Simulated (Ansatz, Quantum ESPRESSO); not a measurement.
# WSi2N4, 1 layer: the gap on the mesh at a withheld member of a series

**Set-up.** Quantum ESPRESSO 7.5, PBE, SG15 norm-conserving. Cell and atoms are relaxed under PBE (GBRV files) and held. Screened hybrids with norm-conserving files, screening 0.106 per bohr, fixed occupations, a 9×9×1 mesh with exchange on 3×3×1 q points. Levels count from the potential in the middle of the vacuum. The series steps the share of short-range exact exchange (0.25 is HSE06, 0 is PBE).

```tsv
share of short-range exact exchange	gap on the mesh (eV)
0	2.434
0.1	2.652
0.2	2.875
0.25	2.989
0.3	3.104
0.4	3.339
```

One more run was made and is withheld. What is the gap on the mesh at 0.15?

By hand: The rows at 0.1 and 0.2 give a slope of (2.875 − (2.652))/(0.2 − (0.1)) = 2.23, so a straight line gives 2.764 eV. A parabola through these and the row at 0 gives 2.763 eV.

**Check.** 2.762 eV. The line misses by +0.002 and the parabola by +0.001 eV. Both misses are under 5 % of the step from the nearer row.

**Limits.** Gaps are those of the mesh; no spin-orbit coupling; the q mesh was not tested; the geometry stays that of PBE.

[Logs are printed without paths, hosts, clocks, repeated set-up lines and the standing remarks that a program may print on its own settings, such as how far it seeks lower states.]
